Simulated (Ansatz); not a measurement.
# Phonons of W(100) film of 4 layers, part 2 of 2

Question: is the lattice of W(100) film of 4 layers stable, and if so, what are its coupling constant and resistivity?

Ansatz 0.2.0; DFT PBEsol, scalar-relativistic, plane waves, PAW.

So far: The structure; Rough relaxation; Relaxing cell and atoms.

### 4. Relaxing tightly for phonons

Phonons are second derivatives about the minimum, so the remaining forces must be small: the thresholds are tightened.

The input, input.yaml:

```yaml
crystal:
  lattice:
    - [3.0759903455, 0.0, 0.0]
    - [0.0, 3.0759903455, 0.0]
    - [0.0, 0.0, 33.2799998984]
  atoms:
    - { symbol: W, position: [0.0, 0.0, 0.1674537195] }
    - { symbol: W, position: [0.5, 0.5, 0.2106952529] }
    - { symbol: W, position: [0.0, 0.0, 0.2622614793] }
    - { symbol: W, position: [0.5, 0.5, 0.3055030127] }
  periodic: [true, true, false]
kpoints:
  mp_grid: { grid: [10, 10, 1] }
hamiltonian:
  xc: pbesol
scf:
  occupations: { method: methfessel_paxton, width: 0.2 }
output:
  forces: true
  stress: true
  eigenvalues: true
  write_density: true
  write_potential: true
  elf: true
  volumetric_format: npy
relax:
  adjacent_minimum: "off"
  f_tol: 0.001
  max_steps: 60
  cell: { stress_2d_tol: 0.002 }
```

Command:

```
$ ansatz run input.yaml --threads 4 --pin off --max-ram 16384MiB --backend cpu --events-out ev --progress --plain --runs-dir out
```

Numbers of over 12 decimals in the logs are rounded to 6 here.

What it wrote:

```text
[the first part of the log is left out]
  E_aug_tail   = -0.000251  (compensation charges beyond the density's cutoff)
  E_ewald      = 88115.441047
  E_core_change = 0.887169  (= ΣΔE_core)
  E_smearing   = 0.000629  (= −TS)
  E_closure    = -0.000000  (closes the sum)
  Σ components = -41020.957093   (vs F -41020.957093, Δ=0.00e0)
--- Forces (eV/Å), atoms counted from 1 ---
  atom   1  W      0.00000000     0.00000000     0.00000105
  atom   2  W     -0.00000000     0.00000000    -0.00001155
  atom   3  W     -0.00000000     0.00000000     0.00001155
  atom   4  W      0.00000000     0.00000000    -0.00000105
  max |Σ_I F_I| component: 3.81e-21 eV/Å
--- 2D stress c σ (N/m, compression-positive) ---
       -0.000072      -0.000000       0.000000
       -0.000000      -0.000072       0.000000
        0.000000       0.000000       0.000000
  P = ½ c Tr σ = -0.0001 N/m
--- Band table (eV; the first three rows and the last of 21) ---
[...]
--- Relaxed structure (5 steps of the walk, 4 accepted, 1 SCFs on fresh bases) ---
[...]
cell:  # Å, volume = 315.0872 Å³
    - [3.076973, 0.0, 0.0]
    - [0.0, 3.076973, 0.0]
    - [0.0, 0.0, 33.2799998984]
  atoms:
    - { symbol: W, position: [0.0, 0.0, 0.167506] }
    - { symbol: W, position: [0.500000, 0.500000, 0.210687] }
    - { symbol: W, position: [0, 0.0, 0.262270] }
    - { symbol: W, position: [0.500000, 0.500000, 0.305450] }
```

Run time: 32 s. Hardware: 4 threads of Arm Neoverse V1, shared host; peak memory 0.75 GiB; 2 min of CPU time.

Little changed from the start: no atom moved by 0.005 Å and no cell edge by 0.1 %.

ELF in the ca plane at fractional y = 0.000, with atoms of W within 0.2 Å of it. It is the smooth field of the valence electrons, not physical close to the nuclei.

Ten even steps from '0' (0.00) to '9' (0.69), each cell a mean:
```
00000000001127958735428859625654322100000000
00000000011124887556635887456654322100000000
00000000012232233566654223566544321100000000
00000000112344456665566445665544321100000000
00000000112333334666565334666544321100000000
00000000012223454456643444467654321100000000
00000000011126999646537999546654322100000000
00000000001127816834428527625654332100000000
```
Columns run along c (16.0 Å, from fractional 0.00 to 0.48 of the cell), rows up along a (3.1 Å). Atoms in or near the plane, at fractional coordinates: W at (0.17, 0.00), W at (0.26, 0.00).

Electrostatic potential energy in the ca plane at fractional y = 0.000, with atoms of W within 0.2 Å of it. With pseudopotentials it is smooth inside the atoms' cores, unlike the true potential.

Ten even steps from '0' (-67 eV) to '9' (0 eV), each cell a mean:
```
99999999999984000379973000489999999999999999
99999999999987423689986324799999999999999999
99999999999998878899998778899999999999999999
99999999999999999999999999999999999999999999
99999999999999888999999888999999999999999999
99999999999998656799997656899999999999999999
99999999999985201489984102589999999999999999
99999999999974000279972000489999999999999999
```
Columns run along c (16.0 Å, from fractional 0.00 to 0.48 of the cell; values clipped at the 3rd and 97th percentile), rows up along a (3.1 Å). Atoms in or near the plane, at fractional coordinates: W at (0.17, 0.00), W at (0.26, 0.00).

Valence density in the ca plane at fractional y = 0.000, with atoms of W within 0.2 Å of it. It is the smooth field of the valence electrons, not physical close to the nuclei.

Ten steps, logarithmic in the rise over the least value, from '0' (0.0 e/Å³) to '9' (5.0 e/Å³), each cell a mean:
```
00000000000147999854458999743221000000000000
00000000000135788644446887643321100000000000
00000000000123455444444555443321100000000000
00000000000122344444444444443321100000000000
00000000000123344444444444443321100000000000
00000000000124676544445666543321100000000000
00000000000136999754447999643221100000000000
00000000000147999854458999743221000000000000
```
Columns run along c (16.0 Å, from fractional 0.00 to 0.48 of the cell), rows up along a (3.1 Å). Atoms in or near the plane, at fractional coordinates: W at (0.17, 0.00), W at (0.26, 0.00).

### 5. Lattice stability: q 2×2×1, k 6×6×1

Before any scattering is computed, the phonons show whether the structure is a minimum.

The input, input.yaml:

```yaml
crystal:
  lattice:
    - [3.0769732436, 0.0, 0.0]
    - [0.0, 3.0769732436, 0.0]
    - [0.0, 0.0, 33.2799998984]
  atoms:
    - { symbol: W, position: [0.0, 0.0, 0.1675064206] }
    - { symbol: W, position: [0.5, 0.5, 0.2106867909] }
    - { symbol: W, position: [0.0, 0.0, 0.2622699413] }
    - { symbol: W, position: [0.5, 0.5, 0.3054503116] }
  periodic: [true, true, false]
kpoints:
  mp_grid: { grid: [6, 6, 1] }
hamiltonian:
  xc: pbesol
scf:
  occupations: { method: methfessel_paxton, width: 0.2 }
output:
  eigenvalues: true
phonons:
  method: dfpt
  qmesh: [2, 2, 1]
  temperatures: { t_max: 1000, t_step: 50 }
  qpath:
    path: [[0.0, 0.0, 0.0], [0.0, 0.5, 0.0], [0.5, 0.5, 0.0], [0.0, 0.0, 0.0]]
    npoints: 10
```

What it wrote:

```text
Warning: crystal.symmetry: narrowed to the stabiliser of the run's FFT grids — unitary ops 16 → 8. A phonons.method: dfpt run fills in the rows of the dynamical matrix that it does not solve by its symmetry operations, which is exact only for operations that map its FFT grids onto themselves: filled in by any other, the frequencies could depend on the order in which like atoms are typed, or, by more than the grids' own error, on where the crystal sits among the grids' points. Excluded: 8 operations. The run can therefore solve more perturbations, solve them on more k-points, or both, and cost more. [rest of the remark cut]
[...]
Crystal: 4 atoms, lattice volume = 315.087 Å³
Basis set: ecut = 420 eV, 6183 PW (Γ), exchange–correlation on 48×48×450 points (8 copies of the dense FFT grid, shifted against one another)
Bands: 34, of which v1, the nominal top of the filled ones, is band 28 counted from 1 (27 counted from 0)
Symmetry: 16 space group operations
k-points: 10 of 36 (irreducible under 8 space group operations)
[...]
SCF iter   1: F=—  HF=-41020.986326 eV  |F-HF|=—  |Δ(HF+E_count)|=         —  Δρ=5.09e-3  dr2=4.10e-1  ethr=1.77e-3  ⟨swp⟩=10.9  Hψ=2222  notcnv=0
[...]
SCF iter  11: F=-41020.944020 eV  HF=-41020.944020 eV  |F-HF|=1.16e-10  |Δ(HF+E_count)|=  6.62e-10  S|Δr|=    0.00e0  Δρ=2.41e-8  dr2=2.46e-12  ethr=1.00e-12  ⟨swp⟩=19.0  Hψ=3003  notcnv=0
SCF 1 converged in 11 iterations: F = -41020.944020 eV  dr2 = 2.46e-12
[...]
phonons: the bands overlap, so this run is a metal and interpolates without the dipole-dipole term. If the crystal is really an insulator or semiconductor, its LO-TO splitting is missing
NSCF: frozen V_eff on 10 k-points
[...]
DFPT response loops at q = (0, 0, 0) (fractional): preconditioner auto → none (partly filled bands, converged f_vac=0.730); β = 0.50; Broyden in place of MSR1
[...]
SCF converged after 11 iterations
Stability not checked: this state was not tested for a lower state beside it, because cold or Methfessel-Paxton smearing, or corrected tetrahedra, fill the levels in a way that the test cannot read (fill_not_monotonic; see scf.lower_state_search)
Free energy (F): -41020.944020 eV
[...]
Internal energy: -41020.960448 eV  (E = F + TS)
E sigma→0 (E₀):  -41020.948127 eV
Entropy (-TS):   0.016428 eV (4.107 meV/atom)
Fermi energy:    -4.201279 eV
Step filling:    the computed levels leave a gap of 0.1197 eV = 0.6 smearing widths at the electron count; against every level under it full and every level over it empty, smearing changes F+E_penalty+E_count by +8.898 meV and its σ→0 estimate by +4.791 meV
[...]
--- Band table (eV; the first three rows and the last of 10) ---
  k-point 0: bands = [... 24 lower, -4.8451, -4.6490, -4.5116, -4.3317, -4.2279, -4.2279, -3.4281, -2.6805, ... 2 higher]
  k-point 1: bands = [... 24 lower, -5.4658, -4.9275, -4.7440, -4.1082, -4.1059, -3.7850, -3.5318, -2.8880, ... 2 higher]
  k-point 2: bands = [... 24 lower, -5.4140, -5.3952, -4.8416, -4.5774, -4.4441, -3.5629, -2.4217, -2.4176, ... 2 higher]
  k-point 9: bands = [... 24 lower, -5.3438, -5.3438, -2.3406, -2.3406, -1.8145, -1.8145, -1.1780, -1.1780, ... 2 higher]
--- Phonons (Γ-DFPT): 8 representative perturbations + reference (Σ response iterations 35) ---
  ASR residual: 1.363e-4 → 0.000e0 eV/Å²; symmetrization residual: 1.173e-4 eV/Å²
  The last average, over the group as it would stand without the narrowing to the FFT grids, took up to 6.054e-5 eV/Å² of the zone centre's force constants
  ASR residual per site (eV/Å²): 1.18e-4 1.36e-4 5.40e-5 3.63e-5
  Γ frequencies (cm⁻¹): 0.00 0.00 0.00 60.71 60.71 99.84 99.84 121.38 134.83 134.83 189.69 195.05
--- Phonons (arbitrary-q DFPT): 3 irreducible q on the 2×2×1 mesh ---
  q = [0.0000, 0.0000, 0.0000] (star 1, of the zone-centre solve; hermiticity 1.36e-5, symmetrization 2.95e-13, taken by the last average 3.51e-6): -0.00 0.00 0.00 60.71 60.71 99.84 99.84 121.38 134.83 134.83 189.69 195.05
  q = [0.0000, -0.5000, 0.0000] (star 2, 12 solved perturbations on 16 of 36 k-point pairs; hermiticity 3.18e-6, symmetrization 3.04e-9, taken by the last average 2.39e-6): -20.33 -20.33 69.23 69.23 74.20 74.20 113.63 113.63 144.03 144.03 202.70 202.70
  q = [-0.5000, -0.5000, 0.0000] (star 1, 8 solved perturbations in 104 linear systems a pass and spin channel, the states on 16 of 36 k-point pairs; hermiticity 8.34e-6, symmetrization 2.74e-9, taken by the last average 2.52e-6): -41.43 -41.43 35.29 35.29 139.39 139.39 166.46 166.46 184.22 184.22 205.44 205.44
  sum rule: each row above includes the acoustic sum rule's correction from the zone centre's row sums; it moved no ω² by more than (0.45 cm⁻¹)²
  mesh force constants: q→R imaginary residual 1.05e-17; ASR residual 1.363e-4 → 0.000e0 eV/Å²; symmetrization residual 1.421e-14 eV/Å²
  interpolated dispersion: 31 rows × 12 modes
  density of states and harmonic sums: on the 20×20×1 q-mesh, interpolated from the force constants of a 2×2×1 supercell (no non-analytic term)
  largest difference from the sums on the solved wave vectors: F 3.54e-1 eV, S 4.71e-4 and C_V 1.17e-4 eV/K
  zero-point energy: 0.080340 eV/cell   skipped modes (ω ≤ 0): 65, of them read as no rigid motion or as one in doubt: 62 (8.850e-1 modes/cell left out, lowest -51.19 cm⁻¹)   left out of the sums: 7.44e-2 of the cell's modes: C_V's classical limit lies that fraction below 3 k_B per atom; for a crystal, a wire or a layer, F and S can be off by more, and a phonons.interpolated_qmesh denser along its periods is the remedy for the sampling
```

Elapsed: 2.8 min, on 4 threads; peak memory 1.2 GiB.

In the SCF lines HF is the Harris–Foulkes energy and dr2 the Hartree energy of the density residual, in eV; the loop may stop once dr2 is under the threshold and the program's other checks hold. Hψ counts applications of the Hamiltonian.

Numbers from this step:

* share of imaginary modes in the plain interpolation between solved wavevectors: 0.0739
* highest frequency, solved or plainly interpolated: 205.4 cm⁻¹

Solved on the 2×2×1 mesh alone; all other wavevectors are interpolated. The phonon branches at the labelled points (cm⁻¹):

| point | branch 1 | branch 2 | branch 3 | branch 4 | branch 9 | branch 10 | branch 11 | branch 12 |
| --- | --- | --- | --- | --- | --- | --- | --- | --- |
| Γ | 0 | 0 | 0 | 61 | 135 | 135 | 190 | 195 |
| halfway | -49 | 47 | 53 | 64 | 153 | 158 | 172 | 187 |
| X | -20 | -20 | 69 | 69 | 144 | 144 | 203 | 203 |
| halfway | 14 | 14 | 54 | 54 | 164 | 164 | 200 | 200 |
| M | -41 | -41 | 35 | 35 | 184 | 184 | 205 | 205 |
| halfway | 20 | 43 | 52 | 60 | 160 | 173 | 178 | 180 |
| Γ | 0 | 0 | 0 | 61 | 135 | 135 | 190 | 195 |

Lowest modes at the softest wavevector of the mesh. Modes at q = (0.500, 0.500, 0.000) (negative means imaginary):

| mode | frequency (cm⁻¹) |
| --- | --- |
| 1 | -41.4 |
| 2 | -41.4 |
| 3 | 35.3 |
| 4 | 35.3 |
| 5 | 139.4 |
| 6 | 139.4 |

Displacements in mode 1 (-41.4 cm⁻¹), the largest set to 1, in the home cell:
```
W1  0.07 1.00 0.00
W2  0.20 0.01 0.00
W3  0.01 0.20 0.00
W4  1.00 0.07 0.00
```

Displacements in mode 5 (139.4 cm⁻¹), the largest set to 1, in the home cell (x, y, z of the real part, then of the imaginary part):
```
W1   0.00  0.00 -0.61  0.00  0.00 -0.14
W2   0.00  0.00 -0.03  0.00  0.00  0.00
W3   0.00  0.00 -0.02  0.00  0.00  0.00
W4   0.00  0.00 -1.00  0.00  0.00  0.09
```

Among the solved wavevectors the lowest mode, translations apart, is -41.4 cm⁻¹, imaginary.

### 6. Phonons by linear response: q 2×2×1, k 8×8×1

An imaginary mode on so few k-points may come from the sampling, so the phonons are repeated with another k mesh.

input.yaml, as its differences from that of step 5:

```diff
@@ -12,3 +12,3 @@
 kpoints:
-  mp_grid: { grid: [6, 6, 1] }
+  mp_grid: { grid: [8, 8, 1] }
 hamiltonian:
```

The mesh is denser.

What it wrote:

```text
[...]
Crystal: 4 atoms, lattice volume = 315.087 Å³
Basis set: ecut = 420 eV, 6183 PW (Γ), exchange–correlation on 48×48×450 points (8 copies of the dense FFT grid, shifted against one another)
Bands: 34, of which v1, the nominal top of the filled ones, is band 28 counted from 1 (27 counted from 0)
Symmetry: 16 space group operations
k-points: 15 of 64 (irreducible under 8 space group operations)
[...]
SCF iter   1: F=—  HF=-41020.974311 eV  |F-HF|=—  |Δ(HF+E_count)|=         —  Δρ=5.31e-3  dr2=3.43e-1  ethr=1.77e-3  ⟨swp⟩=10.9  Hψ=3329  notcnv=0
[...]
SCF iter  11: F=-41020.937783 eV  HF=-41020.937783 eV  |F-HF|=2.04e-10  |Δ(HF+E_count)|=  4.95e-10  S|Δr|=    0.00e0  Δρ=3.03e-8  dr2=4.00e-12  ethr=1.00e-12  ⟨swp⟩=17.3  Hψ=4970  notcnv=0
SCF 1 converged in 11 iterations: F = -41020.937783 eV  dr2 = 4.00e-12
[...]
SCF converged after 11 iterations
[...]
Free energy (F): -41020.937783 eV
[...]
Internal energy: -41020.951703 eV  (E = F + TS)
E sigma→0 (E₀):  -41020.941263 eV
Entropy (-TS):   0.013920 eV (3.480 meV/atom)
Fermi energy:    -4.229573 eV
[...]
--- Band table (eV; the first three rows and the last of 15) ---
  k-point 0: bands = [... 24 lower, -4.8981, -4.6739, -4.5668, -4.3559, -4.2811, -4.2811, -3.4771, -2.7292, ... 2 higher]
  k-point 1: bands = [... 24 lower, -5.2468, -4.8984, -4.6852, -4.1218, -4.0683, -4.0264, -3.7877, -2.7391, ... 2 higher]
  k-point 2: bands = [... 24 lower, -5.7812, -5.1869, -4.8237, -4.5235, -4.3695, -3.6464, -3.1754, -2.7828, ... 2 higher]
  k-point 14: bands = [... 24 lower, -5.3969, -5.3969, -2.3810, -2.3810, -1.8532, -1.8532, -1.2213, -1.2213, ... 2 higher]
[...]
ASR residual: 1.376e-4 → 0.000e0 eV/Å²; symmetrization residual: 1.357e-4 eV/Å²
[...]
ASR residual per site (eV/Å²): 1.08e-4 3.73e-5 1.38e-4 9.82e-5
[...]
--- Phonons (arbitrary-q DFPT): 3 irreducible q on the 2×2×1 mesh ---
[...]
interpolated dispersion: 31 rows × 12 modes
[...]
```

Elapsed: 4.2 min, on 4 threads; peak memory 1.3 GiB; 16 min of CPU time.

This step gave:

- share of imaginary modes in the plain interpolation between solved wavevectors: 0.1256
- highest frequency, solved or plainly interpolated: 206.6 cm⁻¹

Solved on the 2×2×1 mesh alone; all other wavevectors are interpolated. The phonon branches at the labelled points (cm⁻¹):

| point | branch 1 | branch 2 | branch 3 | branch 4 | branch 9 | branch 10 | branch 11 | branch 12 |
| --- | --- | --- | --- | --- | --- | --- | --- | --- |
| Γ | 0 | 0 | 0 | 66 | 130 | 130 | 168 | 198 |
| halfway | -5 | 35 | 62 | 63 | 149 | 161 | 164 | 190 |
| X | 46 | 46 | 50 | 50 | 153 | 153 | 206 | 206 |
| halfway | -68 | -68 | 29 | 29 | 164 | 164 | 200 | 200 |
| M | -107 | -107 | -54 | -54 | 174 | 174 | 201 | 201 |
| halfway | -38 | -37 | 42 | 61 | 157 | 170 | 178 | 182 |
| Γ | 0 | 0 | 0 | 66 | 130 | 130 | 168 | 198 |

Lowest modes at the softest wavevector of the mesh. Modes at q = (0.500, 0.500, 0.000) (negative means imaginary):

| mode | frequency (cm⁻¹) |
| --- | --- |
| 1 | -106.9 |
| 2 | -106.9 |
| 3 | -54.4 |
| 4 | -54.4 |
| 5 | 114.3 |
| 6 | 114.3 |

Displacements in mode 1 (-106.9 cm⁻¹), the largest set to 1, in the home cell:
```
W1  1.00 0.00 0.00
W2  0.00 0.20 0.00
W3  0.20 0.00 0.00
W4  0.00 1.00 0.00
```

Displacements in mode 3 (-54.4 cm⁻¹), the largest set to 1, in the home cell:
```
W1   0.71  1.00  0.00
W2   0.11  0.08  0.00
W3  -0.08 -0.11  0.00
W4  -1.00 -0.71  0.00
```

The modes, W has structure finer than the step of the table below, so its rows give means over 10 cm⁻¹, whole bins alone (the curve runs from -116 to 223 cm⁻¹). Peaks (cm⁻¹: height): -15.9: 0.0335, 54.4: 0.0753, 86.4: 0.124, 133.2: 0.0789, 156.7: 0.114, 197.2: 0.0948.

Phonopy on the run's constants, 19x19x1 mesh, Gaussian sigma 2.4 cm⁻¹. Modes, W against wavenumber; means over each step:

| wavenumber (cm⁻¹) | modes, W (1/cm⁻¹/cell) |
| --- | --- |
| -110 | 0.00223 |
| -100 | 0.00963 |
| -90 | 0.0101 |
| -80 | 0.0101 |
| -70 | 0.0124 |
| -60 | 0.0101 |
| -50 | 0.0195 |
| -40 | 0.0164 |
| -30 | 0.0212 |
| -20 | 0.0243 |
| -10 | 0.0145 |
| 0 | 0.00282 |
| 10 | 0.0102 |
| 20 | 0.0289 |
| 30 | 0.0375 |
| 40 | 0.0386 |
| 50 | 0.0564 |
| 60 | 0.0556 |
| 70 | 0.0292 |
| 80 | 0.0498 |
| 90 | 0.0909 |
| 100 | 0.0430 |
| 110 | 0.0332 |
| 120 | 0.0220 |
| 130 | 0.0552 |
| 140 | 0.0672 |
| 150 | 0.0723 |
| 160 | 0.109 |
| 170 | 0.0683 |
| 180 | 0.0333 |
| 190 | 0.0600 |
| 200 | 0.0759 |
| 210 | 0.0101 |

No LO-TO term; unit eigenvectors of the mass-weighted matrix. Modes at Γ:

| mode | frequency (cm⁻¹) | symmetry |
| --- | --- | --- |
| 1 | 0.0 | unnamed |
| 2 | 0.0 | unnamed |
| 3 | 0.0 | unnamed |
| 4 | 66.4 | Eg |
| 5 | 66.4 | Eg |
| 6 | 88.2 | Eu |
| 7 | 88.2 | Eu |
| 8 | 112.3 | A1g |
| 9 | 130.2 | Eg |
| 10 | 130.2 | Eg |
| 11 | 168.2 | A1g |
| 12 | 198.1 | A2u |

Displacements in mode 4 (66.4 cm⁻¹), the largest set to 1:
```
W1  -0.10 -1.00  0.00
W2  -0.04 -0.37  0.00
W3   0.04  0.37  0.00
W4   0.10  1.00  0.00
```

Displacements in mode 8 (112.3 cm⁻¹), the largest set to 1:
```
W1   0.00  0.00  1.00
W2   0.00  0.00  0.32
W3   0.00  0.00 -0.32
W4   0.00  0.00 -1.00
```

Among the solved wavevectors the lowest mode, translations apart, is -107 cm⁻¹, imaginary.

### 7. Outcome

```yaml
phonon_run_of_the_rows_without_a_label_of_their_own: PBEsol, q 2×2×1, k 8×8×1
softest_mode_on_the_q_mesh: -107 cm⁻¹ at q = (0.5, 0.5, 0)
highest_frequency_solved_or_plainly_interpolated: 207 cm⁻¹
```

**Reading.** The lattice is dynamically unstable at this level: a mode at q = (0.5, 0.5, 0) is imaginary, 107i cm⁻¹, so no harmonic coupling constant or resistivity is defined for this structure. These meshes are coarse, and single modes of a metal can move by tens of cm⁻¹ with the k mesh. Spin–orbit coupling, left out here, matters for W. The structure was built by hand as an ordered model, and its stability against other phases was not tested.

[Logs are printed without paths, hosts, clocks, repeated set-up lines and the standing remarks that a program may print on its own settings, such as how far it seeks lower states.]

[Hosts, paths, dates, database ids (printed as entryN), source tags and the programs' standing remarks are cut or masked in the printed files.]
